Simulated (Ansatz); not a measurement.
# Resistivity from frozen vibrations: Zn(0001) with 2 thermally displaced layers, 2x2, part 2 of 2

How much do lattice vibrations at 80 K scatter the electrons of Zn? Layers with random displacements are laid between perfect leads, and the resistance is followed against their length.

Ansatz 0.2.0; Ansatz plane-wave DFT, PBE, PAW files; ballistic transport by layer matching (Landauer), zero bias; PAW set soft_1.

So far, open channels per spin nearest the Fermi level: step 2 (with 2 displaced layers) 2.77.

## 3. With 6 displaced layers

Each atom of 6 layers is moved at random, by amounts drawn from a normal law 0.0483 Å wide in each direction from the Debye model (327 K) at 80 K. A fresh draw is used; the growth of the resistance with length is what counts.

System of this step: Zn(0001) with 6 thermally displaced layers, 2x2. The cell holds 64 atoms: 64 Zn. Its edges and angles: a = 5.330 Å, b = 5.330 Å, c = 39.574 Å, α = 90.0°, β = 90.0°, γ = 120.0°. It derives from Zn. Regions: lead, 40 atoms (40 Zn); scattering region, 24 atoms (24 Zn). The structure is stacked along c, and the current runs across the ab planes.

Contents of input.yaml:

```yaml
crystal:
  lattice:
    - [5.3296, 0.0, 0.0]
    - [-2.6648, 4.615568992, 0.0]
    - [0.0, 0.0, 39.5736]
  atoms:
    - { symbol: Zn, position: [0.1666666667, 0.3333333333, 0.03125] }
    - { symbol: Zn, position: [0.1666666667, 0.8333333333, 0.03125] }
    - { symbol: Zn, position: [0.6666666667, 0.3333333333, 0.03125] }
    - { symbol: Zn, position: [0.6666666667, 0.8333333333, 0.03125] }
    - { symbol: Zn, position: [0.3333333333, 0.1666666667, 0.09375] }
    - { symbol: Zn, position: [0.3333333333, 0.6666666667, 0.09375] }
    - { symbol: Zn, position: [0.8333333333, 0.1666666667, 0.09375] }
    - { symbol: Zn, position: [0.8333333333, 0.6666666667, 0.09375] }
    - { symbol: Zn, position: [0.1666666667, 0.3333333333, 0.15625] }
    - { symbol: Zn, position: [0.1666666667, 0.8333333333, 0.15625] }
    - { symbol: Zn, position: [0.6666666667, 0.3333333333, 0.15625] }
    - { symbol: Zn, position: [0.6666666667, 0.8333333333, 0.15625] }
    - { symbol: Zn, position: [0.3333333333, 0.1666666667, 0.21875] }
    - { symbol: Zn, position: [0.3333333333, 0.6666666667, 0.21875] }
    - { symbol: Zn, position: [0.8333333333, 0.1666666667, 0.21875] }
    - { symbol: Zn, position: [0.8333333333, 0.6666666667, 0.21875] }
    - { symbol: Zn, position: [0.1666666667, 0.3333333333, 0.28125] }
    - { symbol: Zn, position: [0.1666666667, 0.8333333333, 0.28125] }
    - { symbol: Zn, position: [0.6666666667, 0.3333333333, 0.28125] }
    - { symbol: Zn, position: [0.6666666667, 0.8333333333, 0.28125] }
    - { symbol: Zn, position: [0.3420203566, 0.1676512981, 0.3428417838] }
    - { symbol: Zn, position: [0.3225760663, 0.6618727065, 0.3440189778] }
    - { symbol: Zn, position: [0.8230804429, 0.1644758806, 0.3435554998] }
    - { symbol: Zn, position: [0.8393630511, 0.6689148843, 0.344184103] }
    - { symbol: Zn, position: [0.1600575227, 0.3319758338, 0.4072076596] }
    - { symbol: Zn, position: [0.1736191039, 0.8201465964, 0.4080993227] }
    - { symbol: Zn, position: [0.6829656098, 0.341516345, 0.4065730439] }
    - { symbol: Zn, position: [0.6714545458, 0.8486038135, 0.4086445395] }
    - { symbol: Zn, position: [0.3565614511, 0.1804403162, 0.4691865555] }
    - { symbol: Zn, position: [0.3223502466, 0.6666200166, 0.4695519122] }
    - { symbol: Zn, position: [0.8237167045, 0.1708049506, 0.4692750969] }
    - { symbol: Zn, position: [0.833445731, 0.6542648879, 0.467941702] }
    - { symbol: Zn, position: [0.1565821662, 0.3210814929, 0.5333747123] }
    - { symbol: Zn, position: [0.1638913489, 0.8367787743, 0.5309341426] }
    - { symbol: Zn, position: [0.6879435295, 0.347162044, 0.5320236673] }
    - { symbol: Zn, position: [0.6469527246, 0.8338782552, 0.532085152] }
    - { symbol: Zn, position: [0.3392037202, 0.1601950594, 0.5959756649] }
    - { symbol: Zn, position: [0.3178924495, 0.6597381981, 0.5948922036] }
    - { symbol: Zn, position: [0.8442642324, 0.1876385888, 0.5939802843] }
    - { symbol: Zn, position: [0.8256129068, 0.6627122811, 0.5924171183] }
    - { symbol: Zn, position: [0.1583790638, 0.3399359051, 0.6569599189] }
    - { symbol: Zn, position: [0.174456993, 0.8254300211, 0.6583133171] }
    - { symbol: Zn, position: [0.6723047149, 0.349822791, 0.6557213336] }
    - { symbol: Zn, position: [0.6613036985, 0.8359494434, 0.6575099641] }
    - { symbol: Zn, position: [0.3333333333, 0.1666666667, 0.71875] }
    - { symbol: Zn, position: [0.3333333333, 0.6666666667, 0.71875] }
    - { symbol: Zn, position: [0.8333333333, 0.1666666667, 0.71875] }
    - { symbol: Zn, position: [0.8333333333, 0.6666666667, 0.71875] }
    - { symbol: Zn, position: [0.1666666667, 0.3333333333, 0.78125] }
    - { symbol: Zn, position: [0.1666666667, 0.8333333333, 0.78125] }
    - { symbol: Zn, position: [0.6666666667, 0.3333333333, 0.78125] }
    - { symbol: Zn, position: [0.6666666667, 0.8333333333, 0.78125] }
    - { symbol: Zn, position: [0.3333333333, 0.1666666667, 0.84375] }
    - { symbol: Zn, position: [0.3333333333, 0.6666666667, 0.84375] }
    - { symbol: Zn, position: [0.8333333333, 0.1666666667, 0.84375] }
    - { symbol: Zn, position: [0.8333333333, 0.6666666667, 0.84375] }
    - { symbol: Zn, position: [0.1666666667, 0.3333333333, 0.90625] }
    - { symbol: Zn, position: [0.1666666667, 0.8333333333, 0.90625] }
    - { symbol: Zn, position: [0.6666666667, 0.3333333333, 0.90625] }
    - { symbol: Zn, position: [0.6666666667, 0.8333333333, 0.90625] }
    - { symbol: Zn, position: [0.3333333333, 0.1666666667, 0.96875] }
    - { symbol: Zn, position: [0.3333333333, 0.6666666667, 0.96875] }
    - { symbol: Zn, position: [0.8333333333, 0.1666666667, 0.96875] }
    - { symbol: Zn, position: [0.8333333333, 0.6666666667, 0.96875] }
kpoints:
  mp_grid: { grid: [5, 5, 1] }
hamiltonian:
  xc: pbe
  pseudopotentials: { kind: paw, azcp: { folder: soft_1 } }
scf:
  occupations: { method: fermi_dirac, width: 0.1 }
output:
  transmission:
    leads: [[0, 8]]
    kmesh: [10, 10]
    e_range: [-0.05, 0.05]
    de: 0.05
  write_potential: true
  write_density: true
  volumetric_format: npy
```

Run with:

```
$ ansatz run input.yaml --threads 4 --pin off --max-ram 15360MiB --backend cpu --events-out ev --progress --plain --runs-dir out
```

Numbers of over 12 decimals in the logs are rounded to 6 here.

The log of the run:

```text
[...]
Crystal: 64 atoms, lattice volume = 973.476 Å³
Basis set: ecut = 420 eV, 18967 PW (Γ)
Bands: 461, of which v1, the nominal top of the filled ones, is band 384 counted from 1 (383 counted from 0)
Symmetry: 1 space group operations
[...]
k-points: 13 of 25 (time reversal used)
[...]
SCF iter   1: F=—  HF=-212425.479839 eV  |F-HF|=—  |Δ(HF+E_count)|=         —  Δρ=5.57e-2  dr2=2.44e1  ethr=3.10e-3  ⟨swp⟩=6.0  Hψ=25737  notcnv=0  defer=242
[...]
SCF iter  12: F=-212418.773599 eV  HF=-212418.773599 eV  |F-HF|=3.14e-8  |Δ(HF+E_count)|=   4.44e-8  Δρ=2.38e-6  dr2=8.86e-8  ethr=1.30e-11  ⟨swp⟩=11.5  Hψ=29134  notcnv=0
SCF 1 converged in 12 iterations: F = -212418.773599 eV  dr2 = 8.86e-8
[...]
transmission: 321 of 3172 steps passed
transmission: 642 of 3172 steps passed
[...]
transmission: 3172 of 3172 steps passed
SCF converged after 12 iterations
Free energy (F): -212418.773599 eV
[...]
Internal energy: -212418.554108 eV  (E = F + TS)
E sigma→0 (E₀):  -212418.663854 eV
Entropy (-TS):   -0.219491 eV (-3.430 meV/atom)
Fermi energy:    11.075081 eV
[...]
--- Band table (eV; the first three rows and the last of 13) ---
  k-point 0: bands = [... 380 lower, 9.1374, 9.1449, 9.1785, 9.2324, 9.2703, 9.4012, 9.4165, 11.0907, ... 73 higher]
  k-point 1: bands = [... 380 lower, 10.2502, 10.2583, 10.2664, 10.2869, 10.3376, 10.3477, 11.0317, 11.5256, ... 73 higher]
  k-point 2: bands = [... 380 lower, 10.5323, 10.7108, 11.3423, 11.3606, 11.3643, 11.3810, 11.9536, 11.9658, ... 73 higher]
  k-point 12: bands = [... 380 lower, 10.1903, 10.2421, 10.2468, 10.3620, 10.3662, 10.6837, 10.7254, 11.7319, ... 73 higher]
--- Transmission ---
  basis      : 211 plane waves across, 61 finite elements along
  points     : 52, standing for a mesh of 10 x 10
[...]
channels       : 2.710000e0 a spin
[...]
junction   : crystal 0 to crystal 0, 0.70 to 35.32 Å
    transmission   : 2.654706e0 a spin
[...]
```

Elapsed: 18 min, on 4 threads of Arm Neoverse V1, shared host; peak memory 9 GiB.

Numbers from this step:

```
free energy                                    : -212418.7736 eV
energy at zero smearing                        : -212418.6639 eV
Fermi energy                                   : 11.08 eV
transmission per spin nearest the Fermi level  : 2.655
open channels per spin nearest the Fermi level : 2.71
step of the lead's potential                   : 6.1 meV
```

Per spin. Transmission, zone mean against energy, zero at the Fermi level:

```
energy (eV)  transmission, zone mean
    -0.0500                     2.71
     0.0000                     2.65
     0.0500                     2.64
```

Over the solved energies the transmission per spin lies between 2.64 and 2.71, out of 2.75 channels of the lead on average (up to 2.77).

## 4. With 10 displaced layers

Each atom of 10 layers is moved at random, by amounts drawn from a normal law 0.0483 Å wide in each direction from the Debye model (327 K) at 80 K. A fresh draw is used; the growth of the resistance with length is what counts.

System of this step: Zn(0001) with 10 thermally displaced layers, 2x2. The cell holds 80 atoms: 80 Zn. Its edges and angles: a = 5.330 Å, b = 5.330 Å, c = 49.467 Å, α = 90.0°, β = 90.0°, γ = 120.0°. It derives from Zn. Regions: lead, 40 atoms (40 Zn); scattering region, 40 atoms (40 Zn). The structure is stacked along c, and the current runs across the ab planes.

Contents of input.yaml:

```yaml
crystal:
  lattice:
    - [5.3296, 0.0, 0.0]
    - [-2.6648, 4.615568992, 0.0]
    - [0.0, 0.0, 49.467]
  atoms:
    - { symbol: Zn, position: [0.1666666667, 0.3333333333, 0.025] }
    - { symbol: Zn, position: [0.1666666667, 0.8333333333, 0.025] }
    - { symbol: Zn, position: [0.6666666667, 0.3333333333, 0.025] }
    - { symbol: Zn, position: [0.6666666667, 0.8333333333, 0.025] }
    - { symbol: Zn, position: [0.3333333333, 0.1666666667, 0.075] }
    - { symbol: Zn, position: [0.3333333333, 0.6666666667, 0.075] }
    - { symbol: Zn, position: [0.8333333333, 0.1666666667, 0.075] }
    - { symbol: Zn, position: [0.8333333333, 0.6666666667, 0.075] }
    - { symbol: Zn, position: [0.1666666667, 0.3333333333, 0.125] }
    - { symbol: Zn, position: [0.1666666667, 0.8333333333, 0.125] }
    - { symbol: Zn, position: [0.6666666667, 0.3333333333, 0.125] }
    - { symbol: Zn, position: [0.6666666667, 0.8333333333, 0.125] }
    - { symbol: Zn, position: [0.3333333333, 0.1666666667, 0.175] }
    - { symbol: Zn, position: [0.3333333333, 0.6666666667, 0.175] }
    - { symbol: Zn, position: [0.8333333333, 0.1666666667, 0.175] }
    - { symbol: Zn, position: [0.8333333333, 0.6666666667, 0.175] }
    - { symbol: Zn, position: [0.1666666667, 0.3333333333, 0.225] }
    - { symbol: Zn, position: [0.1666666667, 0.8333333333, 0.225] }
    - { symbol: Zn, position: [0.6666666667, 0.3333333333, 0.225] }
    - { symbol: Zn, position: [0.6666666667, 0.8333333333, 0.225] }
    - { symbol: Zn, position: [0.3317274836, 0.1605341705, 0.2736893142] }
    - { symbol: Zn, position: [0.3232535907, 0.6719314812, 0.2759671815] }
    - { symbol: Zn, position: [0.8262169955, 0.1554143796, 0.2758531667] }
    - { symbol: Zn, position: [0.8179856949, 0.6591983966, 0.2756068799] }
    - { symbol: Zn, position: [0.1482806136, 0.3373799489, 0.3244316007] }
    - { symbol: Zn, position: [0.1672614343, 0.8325404786, 0.3251975131] }
    - { symbol: Zn, position: [0.6689916183, 0.3253905995, 0.3263886323] }
    - { symbol: Zn, position: [0.6776709129, 0.8421701098, 0.326138345] }
    - { symbol: Zn, position: [0.3448971619, 0.1755070671, 0.3750738727] }
    - { symbol: Zn, position: [0.3196849336, 0.665252281, 0.3742480039] }
    - { symbol: Zn, position: [0.8217821423, 0.1693735543, 0.374444394] }
    - { symbol: Zn, position: [0.8185308411, 0.655742866, 0.3752623064] }
    - { symbol: Zn, position: [0.1768452478, 0.3471840014, 0.4249864021] }
    - { symbol: Zn, position: [0.1834596845, 0.8480198583, 0.4261239813] }
    - { symbol: Zn, position: [0.6516470176, 0.3462018684, 0.4253318883] }
    - { symbol: Zn, position: [0.6724543947, 0.8372213584, 0.4253740434] }
    - { symbol: Zn, position: [0.3343509757, 0.1629076126, 0.4731416568] }
    - { symbol: Zn, position: [0.3281365333, 0.658248836, 0.4760555727] }
    - { symbol: Zn, position: [0.8311512834, 0.1675409401, 0.474169736] }
    - { symbol: Zn, position: [0.8286414605, 0.6665458759, 0.4735484405] }
    - { symbol: Zn, position: [0.168838488, 0.3322223928, 0.523841274] }
    - { symbol: Zn, position: [0.1476007842, 0.8387067498, 0.5247091907] }
    - { symbol: Zn, position: [0.6606226789, 0.3308599839, 0.5267751225] }
    - { symbol: Zn, position: [0.6666685595, 0.8342405343, 0.5235467815] }
    - { symbol: Zn, position: [0.3530797475, 0.1762759145, 0.5760426453] }
    - { symbol: Zn, position: [0.338565998, 0.676267188, 0.575362502] }
    - { symbol: Zn, position: [0.8380981252, 0.1650726841, 0.5735596662] }
    - { symbol: Zn, position: [0.8325324738, 0.6464009989, 0.5747655257] }
    - { symbol: Zn, position: [0.1593504327, 0.3224110088, 0.6255991649] }
    - { symbol: Zn, position: [0.1625618693, 0.8287578227, 0.6255080071] }
    - { symbol: Zn, position: [0.6696176653, 0.3478807203, 0.6253434539] }
    - { symbol: Zn, position: [0.6521827808, 0.8129702068, 0.6237220188] }
    - { symbol: Zn, position: [0.3429261698, 0.1661366685, 0.6747233205] }
    - { symbol: Zn, position: [0.3415211797, 0.6532329273, 0.6744276751] }
    - { symbol: Zn, position: [0.8321173229, 0.1728076302, 0.6743515707] }
    - { symbol: Zn, position: [0.8193637639, 0.649855244, 0.6757127452] }
    - { symbol: Zn, position: [0.1714839089, 0.328344034, 0.7251596214] }
    - { symbol: Zn, position: [0.1524712814, 0.8283918305, 0.7263465809] }
    - { symbol: Zn, position: [0.6799964966, 0.3575307677, 0.7242307283] }
    - { symbol: Zn, position: [0.6709061876, 0.8312857164, 0.7255529366] }
    - { symbol: Zn, position: [0.3333333333, 0.1666666667, 0.775] }
    - { symbol: Zn, position: [0.3333333333, 0.6666666667, 0.775] }
    - { symbol: Zn, position: [0.8333333333, 0.1666666667, 0.775] }
    - { symbol: Zn, position: [0.8333333333, 0.6666666667, 0.775] }
    - { symbol: Zn, position: [0.1666666667, 0.3333333333, 0.825] }
    - { symbol: Zn, position: [0.1666666667, 0.8333333333, 0.825] }
    - { symbol: Zn, position: [0.6666666667, 0.3333333333, 0.825] }
    - { symbol: Zn, position: [0.6666666667, 0.8333333333, 0.825] }
    - { symbol: Zn, position: [0.3333333333, 0.1666666667, 0.875] }
    - { symbol: Zn, position: [0.3333333333, 0.6666666667, 0.875] }
    - { symbol: Zn, position: [0.8333333333, 0.1666666667, 0.875] }
    - { symbol: Zn, position: [0.8333333333, 0.6666666667, 0.875] }
    - { symbol: Zn, position: [0.1666666667, 0.3333333333, 0.925] }
    - { symbol: Zn, position: [0.1666666667, 0.8333333333, 0.925] }
    - { symbol: Zn, position: [0.6666666667, 0.3333333333, 0.925] }
    - { symbol: Zn, position: [0.6666666667, 0.8333333333, 0.925] }
    - { symbol: Zn, position: [0.3333333333, 0.1666666667, 0.975] }
    - { symbol: Zn, position: [0.3333333333, 0.6666666667, 0.975] }
    - { symbol: Zn, position: [0.8333333333, 0.1666666667, 0.975] }
    - { symbol: Zn, position: [0.8333333333, 0.6666666667, 0.975] }
kpoints:
  mp_grid: { grid: [5, 5, 1] }
hamiltonian:
  xc: pbe
  pseudopotentials: { kind: paw, azcp: { folder: soft_1 } }
scf:
  occupations: { method: fermi_dirac, width: 0.1 }
output:
  transmission:
    leads: [[0, 8]]
    kmesh: [10, 10]
    e_range: [-0.05, 0.05]
    de: 0.05
  write_potential: true
  write_density: true
  volumetric_format: npy
```

The log of the run:

```text
[...]
Crystal: 80 atoms, lattice volume = 1216.845 Å³
Basis set: ecut = 420 eV, 23715 PW (Γ)
Bands: 576, of which v1, the nominal top of the filled ones, is band 480 counted from 1 (479 counted from 0)
Symmetry: 1 space group operations
[...]
k-points: 13 of 25 (time reversal used)
[...]
SCF iter   1: F=—  HF=-265531.584366 eV  |F-HF|=—  |Δ(HF+E_count)|=         —  Δρ=5.58e-2  dr2=3.05e1  ethr=3.10e-3  ⟨swp⟩=5.8  Hψ=32426  notcnv=0  defer=269
[...]
SCF iter  13: F=-265523.179745 eV  HF=-265523.179745 eV  |F-HF|=3.75e-8  |Δ(HF+E_count)|=   1.56e-8  Δρ=1.26e-6  dr2=3.24e-8  ethr=1.04e-11  ⟨swp⟩=12.0  Hψ=31423  notcnv=0
SCF 1 converged in 13 iterations: F = -265523.179745 eV  dr2 = 3.24e-8
[...]
transmission: 402 of 3952 steps passed
transmission: 795 of 3952 steps passed
[...]
transmission: 3952 of 3952 steps passed
SCF converged after 13 iterations
Free energy (F): -265523.179745 eV
[...]
Internal energy: -265522.812916 eV  (E = F + TS)
E sigma→0 (E₀):  -265522.996330 eV
Entropy (-TS):   -0.366828 eV (-4.585 meV/atom)
Fermi energy:    10.968654 eV
[...]
--- Band table (eV; the first three rows and the last of 13) ---
  k-point 0: bands = [... 476 lower, 9.1664, 9.1747, 9.1804, 9.1946, 9.2154, 9.2297, 9.2792, 10.4852, ... 92 higher]
  k-point 1: bands = [... 476 lower, 10.2546, 10.2591, 10.2894, 10.3213, 10.5495, 10.5535, 10.7701, 10.7852, ... 92 higher]
  k-point 2: bands = [... 476 lower, 10.6792, 10.7151, 11.5447, 11.5594, 11.5819, 11.5937, 11.6110, 11.6236, ... 92 higher]
  k-point 12: bands = [... 476 lower, 10.1645, 10.2411, 10.2553, 10.3581, 10.3602, 10.6852, 10.7271, 11.3359, ... 92 higher]
--- Transmission ---
  basis      : 211 plane waves across, 76 finite elements along
  points     : 52, standing for a mesh of 10 x 10
[...]
channels       : 3.010000e0 a spin
[...]
junction   : crystal 0 to crystal 0, 0.70 to 45.22 Å
    transmission   : 2.779930e0 a spin
[...]
```

The job ended after 28 min (4 threads; peak memory 9.5 GiB).

Numbers from this step:

```yaml
free_energy: -265523.1797 eV
energy_at_zero_smearing: -265522.9963 eV
fermi_energy: 10.97 eV
transmission_per_spin_nearest_the_fermi_level: 2.780
open_channels_per_spin_nearest_the_fermi_level: 3.01
step_of_the_lead_s_potential: 2 meV
```

Per spin. The transmission, zone mean by energy, zero at the Fermi level:

```
energy (eV)  transmission, zone mean
    -0.0500                     2.70
     0.0000                     2.78
     0.0500                     2.66
```

Over the solved energies the transmission per spin lies between 2.66 and 2.78, out of 2.85 channels of the lead on average (up to 3.01).

## 5. The fit

This step: Ansatz plane-wave DFT, PBE, PAW files; ballistic transport by layer matching (Landauer), zero bias; resistivity from the slope of the area resistance; PAW set soft_1 (Ansatz 0.2.0).

This step gave:

- resistivity: 2.382 µΩ cm
- intercept: -0.001999 fΩ m²
- scatter about the fit: 0.002057 fΩ m²

Resistance, by row:

```
run  length (Å)      T  channels N  RA (fΩ m²)
 n2       4.947  2.868        2.89     0.00833
 n6       14.84  2.666        2.75     0.03626
n10       24.73  2.715        2.85     0.05547
```

Table of area resistance by length of the displaced region:

```
length of the displaced region (Å)  area resistance (fΩ m²)
                              4.95                  0.00833
                             14.84                   0.0363
                             24.73                   0.0555
```

The area resistance goes from 0.0083 to 0.055 fΩ m² between 4.9 and 24.7 Å, a slope of 2.4 µΩ cm.

By hand from the end points: (0.05547 − 0.008330) fΩ m² / (24.73 − 4.95) Å = 2.4 µΩ cm, since 1 fΩ m² per Å is 1000 µΩ cm.

## 6. Results

| Quantity | Value |
| --- | --- |
| resistivity from the slope | 2.38 µΩ cm |
| area resistance over 4.95 Å | 0.00833 fΩ m² |
| area resistance over 14.8 Å | 0.0363 fΩ m² |
| area resistance over 24.7 Å | 0.0555 fΩ m² |

What this shows: The slope gives 2.4 µΩ cm. The points scatter by 0.0021 fΩ m² about the line, with one random draw a length in a 2x2 cell, so the slope is a rough value. The mean square of the displacements drawn is 0.73, 0.99 and 0.93 of the nominal one at the three lengths; with each resistance scaled back by that, the slope is 2.5 µΩ cm, the value used below. The lead's own channel count moves between the runs (2.89, 2.75 and 2.85), which shifts RA and the slope too. The current runs along the hexagonal axis, while the measured value below is not for that direction. Read with a model of isotropic scattering on a spherical Fermi surface and the lead's 0.91×10¹⁵ S/m², this slope means a mean free path near 416 Å; over these lengths the model's slope is 1.24 times its bulk resistivity, which would be 2.0 µΩ cm. This far under the Debye temperature the model doesn't describe a real metal: frozen displacements count zero-point motion as scattering and turn electrons through all angles, while in the metal the short-wave phonons freeze out. The measured value is 1.15 µΩ cm (CRC Handbook of Chemistry and Physics, 84th ed., 2003, Electrical Resistivity of Pure Metals); the scaled slope is 2.1 times that and the corrected value 1.7: clearly high.

[Logs are printed without paths, hosts, clocks, repeated set-up lines and the standing remarks that a program may print on its own settings, such as how far it seeks lower states.]

[Hosts, paths, dates, database ids (printed as entryN), source tags and the programs' standing remarks are cut or masked in the printed files.]
